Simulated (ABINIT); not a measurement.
# Quasiparticle gap of Cs2InAgCl6 (Fm-3m) in ABINIT, part 2 of 2

Wanted: ground state, empty states, screening and self-energy for Cs2InAgCl6 (Fm-3m).

ABINIT 10.8.3; PBEsol and many-body steps on it, plane waves. Known limits of the many-body steps: not at the basis limit; d shell near the gap, gap tends to lie low; no spin-orbit coupling; coarse k mesh.

So far. Step 2 (Ground state): The gap is direct, at Γ. Step 3 (Empty states on the mesh, 2×2×2 mesh, 183 bands): On this mesh the gap is 1.045 eV.

## Step 4: Screening, 2×2×2 mesh, 167 bands, screening to 87.1 eV

The RPA dielectric matrix is built and inverted for each q.

This step: RPA screening on PBEsol, plane waves, norm-conserving pseudopotentials.

Contents of run.abi:

```
acell 3*1.0 Angstrom
rprim 
  0.000000000000 5.234500000000 5.234500000000
  5.234500000000 0.000000000000 5.234500000000
  5.234500000000 5.234500000000 0.000000000000
ntypat 4
znucl 55 49 47 17
natom 10
typat 1 1 2 3 4 4 4 4 4 4
xred 
  0.250000000000 0.250000000000 0.250000000000
  0.750000000000 0.750000000000 0.750000000000
  0.000000000000 0.000000000000 0.000000000000
  0.500000000000 0.500000000000 0.500000000000
  0.760210000000 0.239790000000 0.239790000000
  0.239790000000 0.760210000000 0.239790000000
  0.239790000000 0.760210000000 0.760210000000
  0.760210000000 0.239790000000 0.760210000000
  0.239790000000 0.239790000000 0.760210000000
  0.760210000000 0.760210000000 0.239790000000
pp_dirpath "pseudos"
pseudos "Cs.upf, In.upf, Ag.upf, Cl.upf"
ecut 39
ngkpt 2 2 2
nshiftk 1
shiftk 0 0 0
kptopt 1
chksymbreak 0
istwfk *1
occopt 1
irdwfk 1
optdriver 3
nband 167
ecuteps 3.2
inclvkb 2
awtr 1
symchi 1
indata_prefix "in"
outdata_prefix "out"
tmpdata_prefix "tmp"
```

Command:

```
$ OMP_NUM_THREADS=1 mpirun -n 8 abinit run.abi > log
```

Numbers of over 12 decimals in the logs are rounded to 6 here.

The program printed:

```text
.Version 10.8.3 of ABINIT. v10.8.2 released Aug 2026.

 Symmetries : space group Fm -3 m (#225); Bravais cF (face-center cubic)
[... echo of the input left out ...]
== DATASET  1 ==================================================================
-   mpi_nproc: 8, omp_nthreads: 1 (-1 if OMP is not activated)

--- !DatasetInfo
iteration_state: {dtset: 1, }
dimensions: {natom: 10, nkpt: 3, mband: 167, nsppol: 1, nspinor: 1, nspden: 1, mpw: 22556, }
cutoff_energies: {ecut:  39.0, pawecutdg:  -1.0, }
electrons: {nelect:   1.00000000E+02, charge:   0.00000000E+00, occopt:   1.00000000E+00, tsmear:   1.00000000E-02, }

 SCREENING: Calculation of the susceptibility and dielectric matrices

 Based on a program developped by R.W. Godby, V. Olevano, G. Onida, and L. Reining.
 Incorporated in ABINIT by V. Olevano, G.-M. Rignanese, and M. Torrent.
.Using double precision arithmetic ; gwpc =  8

[... cell and pseudopotentials left out ...]
--------------------------------------------------------------------------------

 ==== K-mesh for the wavefunctions ====
 Number of points in the irreducible wedge :     3
[... list of points left out ...]
 Together with 48 symmetry operations and time-reversal symmetry
 yields     8 points in the full Brillouin Zone.

 ==== Q-mesh for the screening function ====
 Number of points in the irreducible wedge :     3
[... list of points left out ...]
 Together with 48 symmetry operations and time-reversal symmetry
 yields     8 points in the full Brillouin Zone.

 setmesh: FFT mesh size selected  =    54x   54x   54
          total number of points  =       157464

 vcoul_init : cutoff-mode = AUXILIARY_FUNCTION
 q-points for optical limit:   1
     1)      0.000010    0.000020    0.000030

- screening: taking advantage of time-reversal symmetry
- Maximum band index for partially occupied states nbvw = 50
- Remaining bands to be divided among processors   nbcw = 117
- Number of bands treated by each node ~14

 Number of electrons calculated from density =  100.0000; Expected =  100.0000
 average of density, n =  0.051659
 r_s =    1.6657
 omega_plasma =   21.9245 [eV]

 calculating chi0 at frequencies [eV] :
  1    0.000000E+00    0.000000E+00
  2    0.000000E+00    2.192449E+01

--------------------------------------------------------------------------------
  q-point number  1        q = ( 0.000000, 0.000000, 0.000000) [r.l.u.]
--------------------------------------------------------------------------------
[... chi0 elements left out ...]
 For q-point:  0.000010 0.000020 0.000030
  dielectric constant =   4.0301
  dielectric constant without local fields =   4.5372

  Average fulfillment of the sum rule on Im[epsilon] for q-point    1 :     42.19  [%]
[... wings left out ...]
  q-point number  2        q = ( 0.500000, 0.000000, 0.000000) [r.l.u.]
--------------------------------------------------------------------------------
[... chi0 elements left out ...]
  Average fulfillment of the sum rule on Im[epsilon] for q-point    2 :     47.63  [%]

 [... 1 further q-points ...]
```

Wall time 2.7 min (8 MPI ranks of Intel Xeon Platinum 8259CL at 2.50GHz (Skylake/Cascade Lake), shared host); peak memory 9.1 GiB.

Numbers from this step:

```yaml
eps_infinity_with_local_fields_on_this_mesh_along_the_program_s_q_direction: 4.030
the_same_without_local_fields: 4.537
plasma_frequency: 21.92 eV
plane_waves_in_the_screening_matrix: 531
```

Local fields lower ε∞ by 11 %. On a Γ-centred mesh this coarse the value itself is usually too large, while a short band sum pulls it down.

## Step 5: Self-energy, 2×2×2 mesh, 167 bands, screening to 87.1 eV

The self-energy is evaluated for the states that the input lists, and the levels follow from it, in one-shot runs by the linearised quasiparticle equation.

This step: G0W0 on PBEsol, plane waves, norm-conserving pseudopotentials.

Edit run.abi of step 4 so:

```diff
@@ -31,8 +31,15 @@
 irdwfk 1
-optdriver 3
+optdriver 4
 nband 167
+gwcalctyp 0
+ecutsigx 39
+symsigma 1
+nkptgw 1
+kptgw 
+  0.0000000000 0.0000000000 0.0000000000
+bdgw 
+  49 52
 ecuteps 3.2
-inclvkb 2
-awtr 1
-symchi 1
+irdscr 1
+ppmodel 1
 indata_prefix "in"
```

The program printed:

```text
.Version 10.8.3 of ABINIT. v10.8.2 released Aug 2026.

 Symmetries : space group Fm -3 m (#225); Bravais cF (face-center cubic)
[... echo of the input left out ...]
== DATASET  1 ==================================================================
-   mpi_nproc: 8, omp_nthreads: 1 (-1 if OMP is not activated)

--- !DatasetInfo
iteration_state: {dtset: 1, }
dimensions: {natom: 10, nkpt: 3, mband: 167, nsppol: 1, nspinor: 1, nspden: 1, mpw: 22556, }
cutoff_energies: {ecut:  39.0, pawecutdg:  -1.0, }
electrons: {nelect:   1.00000000E+02, charge:   0.00000000E+00, occopt:   1.00000000E+00, tsmear:   1.00000000E-02, }

 SIGMA: Calculation of the GW corrections

 Based on a program developped by R.W. Godby, V. Olevano, G. Onida, and L. Reining.
 Incorporated in ABINIT by V. Olevano, G.-M. Rignanese, and M. Torrent.
.Using double precision arithmetic ; gwpc =  8

[... cell and pseudopotentials left out ...]
--------------------------------------------------------------------------------

 ==== K-mesh for the wavefunctions ====
 Number of points in the irreducible wedge :     3
[... list of points left out ...]
 Together with 48 symmetry operations and time-reversal symmetry
 yields     8 points in the full Brillouin Zone.

 ==== Q-mesh for screening function ====
 Number of points in the irreducible wedge :     3
[... list of points left out ...]
 Together with 48 symmetry operations and time-reversal symmetry
 yields     8 points in the full Brillouin Zone.

 vcoul_init : cutoff-mode = AUXILIARY_FUNCTION
 q-points for optical limit:   1
     1)      0.000010    0.000020    0.000030
 setmesh: FFT mesh size selected  =    80x   80x   80
          total number of points  =       512000

 Number of electrons calculated from density =  100.0000; Expected =  100.0000
 average of density, n =  0.051659
 r_s =    1.6657
 omega_plasma =   21.9245 [eV]

 === KS Band Gaps ===
  >>>> For spin  1
   Minimum direct gap =   1.0449 [eV], located at k-point      :   0.0000  0.0000  0.0000
   Fundamental gap    =   1.0449 [eV], Top of valence bands at :   0.0000  0.0000  0.0000
                                       Bottom of conduction at :   0.0000  0.0000  0.0000
 SIGMA fundamental parameters:
 PLASMON POLE MODEL  1
 number of plane-waves for SigmaX                22419
 number of plane-waves for SigmaC and W            531
 number of plane-waves for wavefunctions         22419
 number of bands                                   167
 number of independent spin polarizations            1
 number of spinorial components                      1
 number of k-points in IBZ                           3
 number of q-points in IBZ                           3
 number of symmetry operations                      48
 number of k-points in BZ                            8
 number of q-points in BZ                            8
 number of frequencies for dSigma/dE                 9
 frequency step for dSigma/dE [eV]                0.25
 number of omega for Sigma on real axis              0
 max omega for Sigma on real axis  [eV]           0.00
 zcut for avoiding poles [eV]                     0.10

 EPSILON^-1 parameters (SCR file):
 dimension of the eps^-1 matrix on file            531
 dimension of the eps^-1 matrix used               531
 number of plane-waves for wavefunctions         22419
 number of bands                                   167
 number of q-points in IBZ                           3
 number of frequencies                               2
 number of real frequencies                          1
 number of imag frequencies                          1

 matrix elements of self-energy operator (all in [eV])

 Perturbative Calculation

--- !SelfEnergy_ee
iteration_state: {dtset: 1, }
kpoint     : [   0.000,    0.000,    0.000, ]
spin       : 1
KS_gap     :    1.045
QP_gap     :    3.192
Delta_QP_KS:    2.147
data: !SigmaeeData |
     Band     E0 <VxcDFT>   SigX SigC(E0)      Z dSigC/dE  Sig(E)    E-E0       E
       49   2.083 -20.268 -24.588   3.798   0.790  -0.266 -20.680  -0.412   1.671
       50   2.083 -20.268 -24.588   3.798   0.790  -0.266 -20.680  -0.412   1.671
       51   3.128 -12.732  -8.349  -2.296   0.832  -0.202 -10.997   1.735   4.863
       52   7.166  -7.707  -3.464  -2.897   0.859  -0.164  -6.551   1.156   8.322

== END DATASET(S) ==============================================================
================================================================================

 -outvars: echo values of variables after computation  --------
           etotal      0.0000000000E+00
            nband         167
             nkpt           3
          spgroup         225
 [... the other variables as echoed above ...]

 Calculation completed.
```

Wall time 19 s (8 MPI ranks); peak memory 4.9 GiB.

This step gave:

| Quantity | Value |
| --- | --- |
| G0W0 gap on the points computed | 3.192 eV |
| starting gap on the mesh | 1.045 eV |
| k of the valence top | 0, 0, 0 |
| k of the conduction bottom | 0, 0, 0 |
| Z at the valence top | 0.79 |
| Z at the conduction bottom | 0.832 |
| least direct G0W0 gap on the computed points | 3.192 eV |

The gap on the mesh goes from 1.04 eV to 3.19 eV, a correction of +2.15 eV.

Limits: finite bands, cutoff and mesh; d shell near the gap, gap tends to lie low; no spin-orbit coupling; coarse k mesh. v1 is the top filled band, c1 the lowest empty one. Levels before and after the correction, in eV, zero at the valence-band top of each column:

|  | conduction bottom | valence top |
| --- | --- | --- |
| Kohn-Sham | 1.04 | 0.00 |
| G0W0 | 3.19 | 0.00 |

|  | level | energy (eV) |
| --- | --- | --- |
| Kohn-Sham | Γ v2-v1 | 0.000 |
| Kohn-Sham | Γ c1 | 1.045 |
| Kohn-Sham | Γ c2 | 5.082 |
| G0W0 | Γ v2-v1 | 0.000 |
| G0W0 | Γ c1 | 3.192 |
| G0W0 | Γ c2 | 6.651 |

## Step 6: Where the time went

Times are wall times on 8 MPI ranks of Intel Xeon Platinum 8259CL at 2.50GHz (Skylake/Cascade Lake), shared host, good to a factor of about two.

| step | time | share | memory (GiB) |
| --- | --- | --- | --- |
| ground state | 3.5 min | 25 % | 1.7 |
| empty states on the mesh | 7.5 min | 53 % | 1.2 |
| screening | 2.7 min | 20 % | 9.1 |
| self-energy | 19 s | 2 % | 4.9 |

## Step 7: Summary of results

```json
{"PBEsol gap": "1.04 eV, direct", "G0W0 gap on the mesh": "3.19 eV", "GW settings": "2×2×2 mesh, 167 bands, screening to 87.1 eV, Godby-Needs plasmon pole", "known limits": "not at the basis limit; d shell near the gap, gap tends to lie low; no spin-orbit coupling; coarse k mesh"}
```

What this shows: G0W0 moves the gap on the mesh from 1.04 eV to 3.19 eV (+2.15 eV), with Z of 0.79 and 0.83 at the edges. Local fields lower the RPA ε∞ on this mesh from 4.54 to 4.03; a Γ-centred mesh this coarse tends to raise both, most where the direct gap is narrow, while a short band sum lowers them. Only 1 of the mesh's irreducible points was corrected, so a valley elsewhere could overtake. The dearest step here is «empty states on the mesh». Against experiment, by G0W0@PBEsol: the direct gap of 3.19 eV lies −0.11 eV from the measured 3.3 eV (direct, 2016). An exciton line or allowed optical edge lies below the quasiparticle gap by the binding energy; a forbidden edge can push the onset above it. The calculation has static nuclei and no excitons; a measured gap holds zero-point and thermal motion, which mostly lowers it. Bands and cutoff are finite, so the gap is not at the basis limit. The miss can reach some tenths of an eV and take either sign; the mesh is an error of its own. In the G0W0 run levels were corrected at 1 k point alone, so a gap called «on the mesh» is the least over those, and an edge elsewhere would be missed. The 2×2×2 mesh is coarse for this cell, which bears on the long-range parts of exchange and screening. A d shell, filled or nearly so, lies near the gap. One-shot GW converges very slowly in bands there, not always from below, and on a semilocal start the gap tends to come out low; starts rich in exact exchange can overshoot instead. The many-body steps are scalar-relativistic: spin-orbit coupling is not in them.

[Paths, hosts, dates, memory and timing lines, banners, echoed tables and standing remarks are left out of the program output.]

[Logs are printed without paths, hosts, clocks, repeated set-up lines and the standing remarks that a program may print on its own settings, such as how far it seeks lower states.]

[Runs of the session that timed out or met a known fault of the program may be left out.]

[Hosts, paths, dates, database ids (printed as entryN), source tags and the programs' standing remarks are cut or masked in the printed files.]

[G0W0 gaps are taken among the corrected bands and points alone; a level outside them can change the order at an edge.]

[Where Ansatz stands beside ABINIT at settings called matched, ABINIT's density can come from a denser mesh and the files from another edition; pairs whose starting gaps differed by over 0.03 eV were left out, so agreement reads better than it is.]
